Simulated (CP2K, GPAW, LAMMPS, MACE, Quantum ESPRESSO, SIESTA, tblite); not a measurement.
**A faulty Quantum ESPRESSO run on glassy 72SiO2-20Al2O3-4ZnO-4BaO (mol %) (83 atoms)**

Program: Quantum ESPRESSO 7.5, a calculation on a cell of 18 Si, 10 Al, 1 Zn, 1 Ba and 53 O, 12.5 Å³ an atom.

The input, pw.in:

```
&control
  calculation = 'scf'
  pseudo_dir = './pseudo'
  outdir = './tmp'
  disk_io = 'none'
  tprnfor = .true.
  tstress = .true.
/
&system
  ibrav = 0
  nat = 83
  ntyp = 5
  ecutwfc = 60
  ecutrho = 480
  nosym = .true.
  occupations = 'smearing'
  smearing = 'fd'
  degauss = 0.003675
  nbnd = 88
/
&electrons
  conv_thr = 4.1e-07
  electron_maxstep = 50
  mixing_beta = 0.4
  mixing_mode = 'plain'
  diagonalization = 'david'
/
ATOMIC_SPECIES
Si 28.085 Si.upf
Al 26.982 Al.upf
Zn 65.380 Zn.upf
Ba 137.327 Ba.upf
O 15.999 O.upf
CELL_PARAMETERS angstrom
10.11162 0.00000 0.00000
0.00000 10.11162 0.00000
0.00000 0.00000 10.11162
ATOMIC_POSITIONS crystal
Si 0.12878 0.56526 0.16912
Si 0.69252 0.48403 0.05266
Si 0.04892 0.27496 0.40257
Si 0.44892 0.68471 0.87777
Si 0.18569 0.19600 0.76260
Si 0.00755 0.90303 0.03522
Si 0.84859 0.75203 0.50774
Si 0.60891 0.84291 0.67652
Si 0.53115 0.47214 0.29394
Si 0.62364 0.12768 0.80940
[... 69 atom lines left out ...]
O 0.92641 0.85008 0.16195
O 0.58611 0.14553 0.23120
O 0.66658 0.45791 0.37106
O 0.47426 0.71955 0.02528
K_POINTS gamma
```

On the command line:

```bash
$ OMP_NUM_THREADS=1 mpirun -np 4 pw.x -in pw.in > output.txt
```

Output:

```text
Program PWSCF
     gamma-point specific algorithms are used
 %%%%%%%%%%%%%%%%%%%%%%%%%%%%%%%%%%%%%%%%%%%%%%%%%%%%%%%%%%%%%%%%%%%%%%%%%%%%%%
     Error in routine setup (1):
     too few bands
 %%%%%%%%%%%%%%%%%%%%%%%%%%%%%%%%%%%%%%%%%%%%%%%%%%%%%%%%%%%%%%%%%%%%%%%%%%%%%%
```

Wall time 0.88 s (4 MPI ranks of Arm Neoverse V1, shared host); peak memory 0.32 GiB.

Banners, paths, timers and routine set-up lines are dropped from the logs unmarked, and long logs keep their key lines alone; longer cuts are marked.

Q: Find the fault and mend it.

Too few bands: bands 88. Mend: ask for at least half as many bands as electrons, and some more for the smearing.

The program stopped at the start.

[Also dropped from logs without a mark: logging warnings of Python, and SIESTA's first energy breakdown and zero terms.]

[Logs are printed without paths, hosts, clocks, repeated set-up lines and the standing remarks that a program may print on its own settings, such as how far it seeks lower states.]

[Hosts, paths, dates, database ids (printed as entryN), source tags and the programs' standing remarks are cut or masked in the printed files.]
